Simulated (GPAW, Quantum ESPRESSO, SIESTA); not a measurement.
# Forces in C(100)/AlN(10-10) interface (192 atoms), program by program

One geometry of C(100)/AlN(10-10) interface (192 atoms) is solved by several programs and methods. How far do their forces lie from a plane-wave PBE run?

Results are calculated, not measured.

### Step 1. The structure

The cell holds 192 atoms (136 C, 28 Al and 28 N), with edges of 13.62, 7.97 and 13.87 Å. Recipe: diamond-structure C(100), 4 repeat layers, 17 surface cells, strained +0.26 and -0.02 %; wurtzite AlN(10-10), 2 layers, 7 cells, -0.26 and +0.02 %; outer planes 1.98 Å apart and 2.06 Å at the second interface of the periodic stack; not relaxed, displaced by a Gaussian of 0.02 Å. Then every atom was moved at random, 0.05 Å r.m.s. a Cartesian component. The density is 3.07 g/cm³.

### Step 2. The reference input

Quantum ESPRESSO 7.5: Kohn-Sham DFT, PBE, SSSP efficiency 1.3.0 pseudopotentials, plane waves. Its input, pw.in:

```
&control
  calculation = 'scf'
  pseudo_dir = './pseudo'
  outdir = './tmp'
  disk_io = 'none'
  tprnfor = .true.
  tstress = .true.
/
&system
  ibrav = 0
  nat = 192
  ntyp = 3
  ecutwfc = 60
  ecutrho = 480
  nosym = .true.
  occupations = 'smearing'
  smearing = 'fd'
  degauss = 0.003675
/
&electrons
  conv_thr = 9.6e-07
  electron_maxstep = 100
  mixing_beta = 0.2
  mixing_mode = 'local-TF'
  diagonalization = 'david'
/
ATOMIC_SPECIES
C 12.011 C.upf
Al 26.982 Al.upf
N 14.007 N.upf
CELL_PARAMETERS angstrom
13.61860 0.00000 0.00000
0.54426 7.95561 0.00000
0.00000 0.00000 13.87303
ATOMIC_POSITIONS crystal
C 0.99767 0.00111 0.99425
C 0.84920 0.27100 0.06981
C 0.94860 0.20562 0.13003
C 0.91286 0.06079 0.18657
[... 186 atom lines left out ...]
Al 0.77006 0.92766 0.84342
N 0.65742 0.83097 0.79041
K_POINTS gamma
```

```console
$ OMP_NUM_THREADS=1 mpirun -np 4 pw.x -in pw.in > output.txt
```

It took 13 min on 4 MPI ranks of Arm Neoverse V2, shared host; peak memory 8.2 GiB; 51 min of CPU time.

It converged with an r.m.s. force component of 2.1 eV/Å and a pressure of -2.2 GPa.

### Step 3. The other programs

- GPAW 26.7.0: PAW with atomic orbitals (LCAO), plane waves or a real-space grid of spacing h.
- SIESTA 5.4.2: numerical atomic orbitals, whose automatically made sets are far from complete, with PseudoDojo norm-conserving potentials that we converted to its format (checked against plane waves on the same files for H, C, O, Si, Ge and Ca alone); labels give functional, basis size, energy shift and mesh cutoff.

All use the same cell and atoms, and the electronic-structure runs the same k-mesh.

### Step 4. Side by side

Differences are against the reference: forces as r.m.s. over components, share as that over the reference's r.m.s. force, slope as the fitted ratio of a run's forces to the reference's.

```tsv
run	Δ force, r.m.s. (meV/Å)	share (%)	slope	Δ pressure (GPa)	cores	CPU time	memory (GiB)
reference	-	-	-	-	4	51 min	8.2
GPAW PBE, LCAO dzp, h 0.16 Å	155	7.46	1.039	-	4	47 min	6.1
GPAW PBE, LCAO dzp, h 0.18 Å	156	7.50	1.039	-	4	40 min	5.3
GPAW PBE, LCAO dzp, h 0.18 Å, other mixer settings	156	7.49	1.039	-	4	40 min	5.2
GPAW PBE, grid h 0.24 Å (coarse)	803	38.7	1.009	-	4	21 min	2.5
GPAW revPBE, LCAO dzp, h 0.18 Å	185	8.90	1.044	-	4	41 min	5.3
SIESTA PBE, DZ, shift 0.01 Ry, mesh 500 Ry (coarse)	367	17.7	1.104	9.77	4	12 min	3.0
SIESTA PBE, DZP, shift 0.005 Ry, mesh 500 Ry	205	9.88	1.054	4.53	4	68 min	6.6
SIESTA PBE, DZP, shift 0.01 Ry, mesh 500 Ry	192	9.25	1.054	4.62	4	43 min	5.2
```

Rows marked coarse were listed beforehand as settings not expected to be converged; some can still land near the reference.

Runs without a result: QE PBE+D3(BJ), sssp-1.3.0-efficiency, 60/480 Ry (cut off at its time limit).

CPU time is summed over cores on shared hosts, so it is rough.

### Step 5. Findings

Forces lie from 7.5 % (GPAW PBE, LCAO dzp, h 0.16 Å) to 39 % (GPAW PBE, grid h 0.24 Å, coarse) of the reference's r.m.s. force of 2.1 eV/Å away from it. The PBE runs in local orbitals, coarse settings apart, differ by 7.5 % (GPAW PBE, LCAO dzp, h 0.16 Å) to 9.9 % (SIESTA PBE, DZP, shift 0.005 Ry, mesh 500 Ry); basis, grid and potentials can all enter. Rows with another functional or a dispersion term differ by 8.9 % (GPAW revPBE, LCAO dzp, h 0.18 Å), which mixes the change of model with differences of basis and potentials. Runs with settings chosen to be coarse differ by 18 % (SIESTA PBE, DZ, shift 0.01 Ry, mesh 500 Ry) to 39 % (GPAW PBE, grid h 0.24 Å), their programs' other errors included.

SIESTA PBE, DZ, shift 0.01 Ry, mesh 500 Ry stiffens the forces by a factor of 1.10 while following their directions (correlation 0.992); the slopes of the 3 SIESTA runs lie between 1.05 and 1.10. From GPAW PBE, LCAO dzp, h 0.18 Å to the finer GPAW PBE, LCAO dzp, h 0.16 Å the share goes from 7.50 to 7.46 %, so the grid isn't what parts these runs from the reference. Pressures at PBE, coarse settings apart, lie +4.53 to +4.62 GPa from the reference's.

**Limits.** The reference's pressure holds the uncorrected Pulay stress of its 60 Ry basis, so small pressure differences may be the reference's own error. The reference's stress is far from hydrostatic: its diagonal is -2.0, 3.1, -7.7 GPa, compression counted positive. The host structure and its lattice constant were typed by rule, without a check against the phase diagram. The electronic-structure runs sample only Γ, in a cell whose shortest periodic width is 8 Å, which is coarse for a cell with partly filled levels. The reference's pressure of -2.2 GPa reflects the volume that the recipe set, positions that aren't this level's minimum and the coarse k-sampling. Where levels are smeared, the DFT runs use Fermi–Dirac occupations at 580 K (0.05 eV), and energies are free energies. The atoms were displaced at random, and shares hang on the size of the forces that this gives. The reference's cutoffs and mesh weren't converged further here.

[Logs are printed without paths, hosts, clocks, repeated set-up lines and the standing remarks that a program may print on its own settings, such as how far it seeks lower states.]

[Hosts, paths, dates, database ids (printed as entryN), source tags and the programs' standing remarks are cut or masked in the printed files.]

[Cells were taken only where this reference lay near another plane-wave run.]
